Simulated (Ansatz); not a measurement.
# Lattice dynamics of ThH2 (I4/mmm)

Task: relax ThH2 (I4/mmm), then find its harmonic phonons.

Program: Ansatz 0.2.0. Level of theory: DFT PBEsol, scalar-relativistic, plane waves, PAW. Results are calculated unless marked as measured.

This is a report of a sequence of runs, with most program output left out.

## Step 1: The structure

Symmetry: I4/mmm, No. 139, tetragonal system. Conventional cell: a = 4.100 Å, b = 4.100 Å, c = 5.030 Å, α = 90.00°, β = 90.00°, γ = 90.00°. Nearest to Th lie 8 H at 2.40 Å. H has 4 Th at 2.40 Å nearest. Farther neighbours are not listed.

## Step 2: Relaxation

The volume is held at the value of the starting cell, while the atoms and the shape relax as far as symmetry allows.

Input file input.yaml:

```yaml
crystal:
  lattice:
    - [-2.05, 2.05, 2.515]
    - [2.05, -2.05, 2.515]
    - [2.05, 2.05, -2.515]
  atoms:
    - { symbol: Th, position: [0.0, 0.0, 0.0] }
    - { symbol: H, position: [0.75, 0.25, 0.5] }
    - { symbol: H, position: [0.25, 0.75, 0.5] }
kpoints:
  mp_grid: { grid: [14, 14, 14] }
hamiltonian:
  xc: pbesol
scf:
  occupations: { method: gaussian, width: 0.1 }
output:
  forces: true
  stress: true
  eigenvalues: true
  write_density: true
  write_potential: true
  elf: true
  volumetric_format: npy
relax:
  adjacent_minimum: "off"
  f_tol: 0.005
  max_steps: 80
  cell: { stress_tol: 0.05, fix: [volume] }
```

On the command line:

```console
ansatz run input.yaml --threads 4 --pin off --max-ram 16384MiB --backend cpu --events-out ev --progress --plain --runs-dir out
```

Elapsed: 4.4 s, on 4 threads of Intel Xeon Platinum 8259CL at 2.50GHz (Skylake/Cascade Lake), shared host; peak memory 0.51 GiB.

Little changed from the start: no atom moved by 0.005 Å and no cell edge by 0.1 %.

This step gave:

```yaml
pressure: -6.019 GPa
volume_per_atom: 14.09 Å³
gap_on_the_k_mesh: 0 eV
```

Valence density in the ac plane of the conventional cell at fractional y = 0.000, with atoms of Th and H within 0.2 Å of it. It is the smooth field of the valence electrons, not physical close to the nuclei.

Values in e/Å³, 17 rows by 14 columns, each cell a mean:
```
0.7 1.2 1.5 0.9 0.4 0.2 0.1 0.1 0.1 0.2 0.6 1.2 1.4 0.9
1.4 1.5 1.3 0.7 0.3 0.2 0.2 0.3 0.2 0.2 0.4 1.0 1.5 1.5
1.3 1.2 0.8 0.4 0.3 0.3 0.5 0.6 0.4 0.3 0.3 0.5 1.0 1.3
0.6 0.5 0.3 0.2 0.3 0.5 1.0 1.3 0.7 0.3 0.2 0.3 0.4 0.6
0.2 0.2 0.2 0.2 0.2 0.4 1.0 1.3 0.7 0.3 0.2 0.1 0.2 0.2
0.1 0.1 0.1 0.1 0.2 0.3 0.5 0.6 0.4 0.2 0.1 0.1 0.1 0.1
0.1 0.1 0.1 0.1 0.1 0.2 0.2 0.2 0.2 0.1 0.1 0.1 0.1 0.1
0.1 0.1 0.1 0.1 0.1 0.1 0.1 0.1 0.1 0.1 0.1 0.1 0.1 0.1
0.1 0.1 0.1 0.1 0.1 0.1 0.1 0.1 0.1 0.1 0.1 0.1 0.1 0.1
0.1 0.1 0.1 0.1 0.1 0.1 0.2 0.2 0.2 0.1 0.1 0.1 0.1 0.1
0.1 0.1 0.1 0.1 0.1 0.2 0.3 0.4 0.3 0.2 0.1 0.1 0.1 0.1
0.2 0.1 0.1 0.1 0.2 0.4 0.7 0.9 0.5 0.3 0.2 0.1 0.1 0.1
0.4 0.3 0.2 0.2 0.2 0.5 1.1 1.5 0.8 0.3 0.2 0.2 0.3 0.3
1.0 0.9 0.5 0.3 0.3 0.4 0.7 0.9 0.5 0.3 0.3 0.4 0.7 1.0
1.5 1.4 1.1 0.6 0.3 0.3 0.3 0.4 0.3 0.3 0.4 0.8 1.3 1.5
1.0 1.3 1.4 0.8 0.3 0.2 0.2 0.2 0.2 0.2 0.5 1.1 1.5 1.2
0.6 1.0 1.5 1.0 0.4 0.2 0.1 0.1 0.1 0.2 0.6 1.3 1.4 0.7
```
Columns run along a (4.1 Å), rows up along c (5.0 Å), edges of the conventional cell, whose origin can differ from the input's. Atoms in or near the plane, at fractional coordinates: Th at (0.00, 0.00), H at (0.50, 0.75), H at (0.50, 0.25).

ELF in the ac plane of the conventional cell at fractional y = 0.000, with atoms of Th and H within 0.2 Å of it. It is the smooth field of the valence electrons, not physical close to the nuclei.

Ten even steps from '_' (0.20 × 1e-1) to '@' (9.97 × 1e-1), each cell a mean:
```
__--##**::..::::....==##**..
++**##++::--++**==::--####**
####**----**@@@@%%==::==####
**++--::==%%@@@@@@**::::==++
::::..::++@@@@@@@@##--....::
::::::::++%%@@@@%%**==::::::
----------==****++==--------
++====--::::::::::::::--==++
++++==--::..........::--==++
====--------====----------==
::::::--==**%%%%##++--::::::
::....::++%%@@@@@@##--....::
==--::::++@@@@@@@@##--..::==
####++::--##@@@@@@++::--**##
######==::==##%%**----**####
::++##**::..--==::..==##**--
__::****--__....__..==##++__
```
Columns run along a (4.1 Å), rows up along c (5.0 Å), edges of the conventional cell, whose origin can differ from the input's. Atoms in or near the plane, at fractional coordinates: Th at (0.00, 0.00), H at (0.50, 0.75), H at (0.50, 0.25).

Electrostatic potential energy in the ac plane of the conventional cell at fractional y = 0.000, with atoms of Th and H within 0.2 Å of it. With pseudopotentials it is smooth inside the atoms' cores, unlike the true potential.

Ten even steps from '0' (-75 eV) to '9' (16 eV), each cell a mean:
```
00268999987410
02478999998631
45789988998764
77899964799887
99999964799999
99999988999999
99999999999999
99999999999999
99999999999999
99999999999999
99999999999999
99999976899999
88999853799988
66789976899876
23578999998642
00368999997510
00258999987400
```
Columns run along a (4.1 Å; values clipped at the 3rd and 97th percentile), rows up along c (5.0 Å), edges of the conventional cell, whose origin can differ from the input's. Atoms in or near the plane, at fractional coordinates: Th at (0.00, 0.00), H at (0.50, 0.75), H at (0.50, 0.25).

In this step the volume went from 14.09 to 14.09 Å³/atom.

## Step 3: Relaxing to small forces for the phonons

At the same fixed volume the relaxation is repeated with tight tolerances, on the k mesh and occupations of the phonon run that follows.

input.yaml, the sections that differ from step 2:

```yaml
kpoints:
  mp_grid: { grid: [16, 16, 16] }
scf:
  occupations: { method: methfessel_paxton, width: 0.2 }
output:
  forces: true
  stress: true
  eigenvalues: true
relax:
  adjacent_minimum: "off"
  f_tol: 0.001
  max_steps: 60
  cell: { stress_tol: 0.01, fix: [volume] }
# crystal, hamiltonian: as in step 2
```

Wall time 11 s (4 threads); peak memory 0.56 GiB.

Step by step:

```tsv
step	energy less that of the first step (eV)	largest force component (eV/Å)	pressure (GPa)	volume (Å³)
1	0.0000	0.0000	-6.03	42.28
2	0.0000	0.0000	-6.02	42.28
3	0.0000	0.0000	-6.01	42.28
4*	0.0000	0.0000	-6.01	42.28
```

Relaxation steps marked * repeat the geometry before them on a plane-wave basis chosen anew for their cell, so energy and pressure can jump there.

Forces are held to the 16 operations that the run works with; a distortion that breaks them can't arise in this run.

```tsv
conventional cell, symmetrised	before	after	change
a (Å)	4.100	4.098	-0.1 %
b (Å)	4.100	4.098	-0.1 %
c (Å)	5.030	5.036	+0.1 %
volume (Å³/atom)	14.09	14.09	-0.0 %
```

The relaxed structure:

```
Th H
1.0
    -2.04881    2.04881    2.51792
     2.04881   -2.04881    2.51792
     2.04881    2.04881   -2.51792
Th H
1 2
Direct
  0.00000 0.00000 0.00000
  0.75000 0.25000 0.50000
  0.25000 0.75000 0.50000
```

Numbers from this step:

```yaml
pressure: -6.012 GPa
```

The forces vanish by symmetry. The volume is held at 14.09 Å³/atom, so a pressure of -6.01 GPa remains at this level.

## Step 4: Zone-centre response

The zone centre comes first: it holds the modes that light can see, as far as symmetry allows. No field response is asked, since the mesh shows no gap.

input.yaml, the sections that differ from step 3:

```yaml
crystal:
  lattice:
    - [-2.0488109356, 2.0488109356, 2.5179200983]
    - [2.0488109356, -2.0488109356, 2.5179200983]
    - [2.0488109356, 2.0488109356, -2.5179200983]
  atoms:
    - { symbol: Th, position: [0.0, 0.0, 0.0] }
    - { symbol: H, position: [0.75, 0.25, 0.5] }
    - { symbol: H, position: [0.25, 0.75, 0.5] }
output:
  eigenvalues: true
phonons:
  method: dfpt
# kpoints, hamiltonian, scf: as in step 3
# relax: removed
```

Wall time 38 s (4 threads); peak memory 1.5 GiB; 2.3 min of CPU time.

Numbers from this step:

```
sum-rule residual before enforcement                    : 5.45e-5 eV/Å²
point group                                             : 4/mmm
highest optical mode at the zone centre (no LO-TO term) : 970.6 cm⁻¹
lowest optical zone-centre mode                         : 868.9 cm⁻¹
```

Patterns of degenerate modes are one choice out of their space. The modes at Γ (shares of kinetic energy by element, %):

```tsv
mode	frequency (cm⁻¹)	symmetry	Th %	H %
1	0.0	acoustic	99	1
2	0.0	acoustic	99	1
3	0.0	acoustic	99	1
4	868.9	A2u	1	99
5	878.5	Eu	1	99
6	878.5	Eu	1	99
7	946.9	Eg	0	100
8	946.9	Eg	0	100
9	970.6	B1g	0	100
```

Displacements in mode 4 (868.9 cm⁻¹), the largest set to 1:
```
Th1  0.00  0.00 -0.01
H2   0.00  0.00  1.00
H3   0.00  0.00  1.00
```

Displacements in mode 7 (946.9 cm⁻¹), the largest set to 1:
```
Th1  0.00  0.00  0.00
H2   0.06  1.00  0.00
H3  -0.06 -1.00  0.00
```

Before it was imposed, the acoustic sum rule was missed by 5.5e-5 eV/Å². Small misses are needed for a sound result but don't prove that mesh and cutoff are converged. The lowest optical mode is real, 869 cm⁻¹.

## Step 5: Phonons on a q mesh

Stability and thermal properties need the whole zone. Linear response on a 4×4×4 q mesh gives force constants as far as a supercell of that size would.

input.yaml, the sections that differ from step 4:

```yaml
phonons:
  method: dfpt
  qmesh: [4, 4, 4]
  temperatures: { t_max: 400, t_step: 50 }
  qpath:
    path:
      - [[0.0, 0.0, 0.0], [0.0, 0.0, 0.5], [0.25, 0.25, 0.25], [0.0, 0.5, 0.0], [0.0, 0.0, 0.0], [0.5, 0.5, -0.5], [0.41552359, 0.58447641, -0.41552359]]
      - [[-0.41552359, 0.41552359, 0.41552359], [0.0, 0.0, 0.0]]
      - [[0.0, 0.0, 0.5], [-0.33104717, 0.33104717, 0.5]]
      - [[0.5, 0.5, -0.33104717], [0.5, 0.5, -0.5]]
    npoints: 10
# crystal, kpoints, hamiltonian, scf, output: as in step 4
```

The job ended after 20 min (4 threads; peak memory 6.2 GiB; 77 min of CPU time).

Numbers from this step:

```yaml
sum_rule_residual_before_enforcement: 5.17e-5 eV/Å²
lowest_frequency_on_the_path: 0 cm⁻¹
highest_frequency_on_the_path_or_at_a_solved_wavevector: 1004 cm⁻¹
mean_frequency: 634.4 cm⁻¹
debye_temperature_second_moment: 1386 K
logarithmic_mean_frequency: 396.7 cm⁻¹
lowest_mode_on_the_q_mesh_acoustic_modes_at_gamma_apart: 32.04 cm⁻¹
zero_point_energy_per_atom: 118.0 meV
heat_capacity_at_300_k: 12.34 J/(mol atoms K)
vibrational_entropy_at_300_k: 17.99 J/(mol atoms K)
edges_of_the_widest_gap_between_branches_on_path_and_mesh: 127.9, 838.9 cm⁻¹
```

Frequencies (cm⁻¹) solved at each irreducible wavevector; negative means imaginary. Frequencies by wavevector, by row:

```tsv
q in reciprocal lattice units	star	mode 1	mode 2	mode 3	mode 4	mode 5	mode 6	mode 7	mode 8	mode 9
0 0 0	1	0	0	0	868.9	878.5	878.5	946.9	946.9	970.6
0 0 0.25	4	54.3	57.1	88.4	851	876.8	913.3	934.8	936.5	969
0 0 -0.5	2	87.5	90.9	127.9	878.7	893.1	900.6	904.8	937.2	974.4
0 0.25 0	8	32	44.3	82.5	866.1	869.9	890.2	944.8	949.2	960.1
0 0.25 0.25	16	66.8	83.8	117.4	864.9	875.8	880.8	925.1	941.3	985.3
0 -0.5 0	4	53.8	81.9	121.8	870.3	880	898.6	932.9	944.4	960.3
0 -0.5 0.25	8	45.2	87.9	107.7	857.5	862.7	906.7	912	950.4	970.9
0.25 0.25 0.25	2	36.5	105.2	105.2	848.2	872.1	911.7	911.7	944.6	1004
0.25 0.25 -0.25	2	64.9	64.9	70.7	850.5	850.5	911.4	923.3	953.9	953.9
0.25 -0.5 -0.5	8	79.7	90.6	114	850.5	864	878.6	923.2	939	980.7
0.25 -0.25 0.25	4	59.1	76.2	103.2	844.3	866.5	879.8	927	944.6	992.2
0.25 -0.25 -0.5	4	88.3	101.3	114.3	844.3	855.1	904.9	908.8	925.4	1001
-0.5 -0.5 -0.5	1	99.5	99.5	124.2	839	870.5	870.5	927.7	927.7	975.8
```

Interpolated from a 4×4×4 q mesh. The phonon branches at the labelled points (cm⁻¹):

```tsv
point	branch 1	branch 2	branch 3	branch 4	branch 5	branch 6	branch 7	branch 8	branch 9
Γ	0	0	0	869	878	878	947	947	971
halfway	54	57	88	851	877	913	935	936	969
X	88	91	128	879	893	901	905	937	974
halfway	70	92	122	865	886	899	912	942	988
P	37	105	105	848	872	912	912	945	1004
halfway	50	93	115	871	876	877	924	943	986
N	54	82	122	870	880	899	933	944	960
halfway	32	44	82	866	870	890	945	949	960
Γ	0	0	0	869	878	878	947	947	971
halfway	65	65	71	850	850	911	923	954	954
M	100	100	124	839	870	870	928	928	976
halfway	99	100	122	839	870	870	926	929	980
S	97	101	117	840	866	872	919	932	989
jump to S0	97	101	117	840	866	872	919	932	989
halfway	43	63	96	850	858	895	943	946	975
Γ	0	0	0	869	878	878	947	947	971
jump to X	88	91	128	879	893	901	905	937	974
halfway	86	94	121	857	869	894	921	922	996
R	93	107	111	840	855	888	920	927	995
jump to G′	93	107	111	840	855	888	920	927	995
halfway	98	102	120	839	864	875	926	928	983
M	100	100	124	839	870	870	928	928	976
```

The phonon density of states has structure finer than the step of the table below, so its rows give means over 50 cm⁻¹, whole bins alone (the curve runs from 5 to 1005 cm⁻¹). Peaks (cm⁻¹: height): 85.0: 0.0486, 115.0: 0.0498, 865.0: 0.0774, 945.0: 0.0649.

Tetrahedra on a 20×20×24 mesh, mean over bins of 10 cm-1. Interpolated from a 4×4×4 q mesh. Table of phonon density of states by wavenumber; means over each step:

```tsv
wavenumber (cm⁻¹)	phonon density of states (1/cm⁻¹/cell)
50	0.0212
100	0.0365
150	7.1e-4
200	0
250	0
300	0
350	0
400	0
450	0
500	0
550	0
600	0
650	0
700	0
750	0
800	0
850	0.0353
900	0.0348
950	0.0396
```

The partial phonon density of states has structure finer than the step of the table below, so its rows give means over 25 cm⁻¹, whole bins alone (the curve runs from -10 to 1044 cm⁻¹). Peaks (cm⁻¹: height): H 865.1: 0.0669, 944.7: 0.0549; Th 89.4: 0.0410.

Phonopy on the run's constants, 17x17x19 mesh, Gaussian sigma 7.5 cm-1. Interpolated from a 4×4×4 q mesh. Table of partial phonon density of states by wavenumber; means over each step; values in 1/cm⁻¹/cell:

```tsv
wavenumber (cm⁻¹)	H	Th
25	5.6e-5	0.00783
50	1.2e-4	0.0223
75	1.3e-4	0.0344
100	7.6e-5	0.0368
125	1.1e-5	0.0171
150	0	2.1e-4
175	0	0
200	0	0
225	0	0
250	0	0
275	0	0
300	0	0
325	0	0
350	0	0
375	0	0
400	0	0
425	0	0
450	0	0
475	0	0
500	0	0
525	0	0
550	0	0
575	0	0
600	0	0
625	0	0
650	0	0
675	0	0
700	0	0
725	0	0
750	0	0
775	0	0
800	2.4e-7	0
825	0.00133	2.2e-6
850	0.0370	1.4e-4
875	0.0527	1.7e-4
900	0.0336	4.8e-5
925	0.0384	1.5e-5
950	0.0444	1.5e-5
975	0.0205	7.5e-6
1000	0.0113	0
1025	4.1e-4	0
```

Harmonic thermodynamic functions per atom, from the density of states. Interpolated from a 4×4×4 q mesh. Thermodynamic functions, by row:

```tsv
T (K)	F_vib (meV/atom)	S (J/mol-atom/K)	C_V (J/mol-atom/K)
0	118	0	0
50	117.3	3.637	5.34
100	114.2	8.139	7.366
200	102.6	13.71	9.1
300	86.15	17.99	12.34
400	65.41	21.99	15.54
```

Harmonic mean-square displacement, third of the trace. Interpolated from a 4×4×4 q mesh. Mean square displacements, by row:

```tsv
T (K)	Th1 U_eq (Å²)	H2 U_eq (Å²)	H3 U_eq (Å²)
0	0.00109	0.01893	0.01893
100	0.00418	0.02143	0.02143
300	0.0121	0.02786	0.02786
600	0.02411	0.04107	0.04107
```

Symmetry leaves 13 wavevectors to solve. The lowest mode among them, the acoustic zeros apart, lies at q = (0, 0.25, 0) and is real, 32.0 cm⁻¹.

## Step 6: Outcome

| Property | Result |
| --- | --- |
| space group after relaxation (within 0.01 Å) | I4/mmm |
| volume per atom | 14.1 Å³ |
| electronic character | no gap on this mesh |
| highest optical mode at the zone centre (no LO-TO term) | 971 cm⁻¹ |
| lowest optical zone-centre mode | 869 cm⁻¹ |
| lowest mode on the q mesh (acoustic modes at Γ apart) | 32.0 cm⁻¹ |
| highest frequency on the path or at a solved wavevector | 1004 cm⁻¹ |
| zero-point energy per atom | 118 meV |
| heat capacity at 300 K | 12.3 J/(mol atoms K) |
| vibrational entropy at 300 K | 18.0 J/(mol atoms K) |
| Debye temperature (second moment) | 1386 K |
| imaginary modes on the 4×4×4 q mesh | none |

The structure is a minimum as far as tested: no mode is imaginary at the 13 irreducible wavevectors of the 4×4×4 mesh, and the softest away from the acoustic zeros lies at 32 cm⁻¹. The optical modes at Γ span 869 to 971 cm⁻¹. The highest mode in this list at Γ, 970.6 cm⁻¹, is mostly motion of H (100 % of the kinetic energy). On the path and the mesh, the widest gap between branches runs from 128 to 839 cm⁻¹. The volume was held at that of the database entry and not relaxed, so the modes belong to a cell under -6.01 GPa at this level. With no gap, or one that is small against the smearing, the frequencies hang on the k mesh and the smearing, most of all near Kohn anomalies. Spin-orbit coupling is left out, which can matter for the heavy elements here. A phonon run warned that its eigensolver left some bands unconverged in a pass. These are harmonic frequencies at zero temperature: anharmonic shifts, linewidths and thermal expansion are left out.

[Logs are printed without paths, hosts, clocks, repeated set-up lines and the standing remarks that a program may print on its own settings, such as how far it seeks lower states.]

[Hosts, paths, dates, database ids (printed as entryN), source tags and the programs' standing remarks are cut or masked in the printed files.]
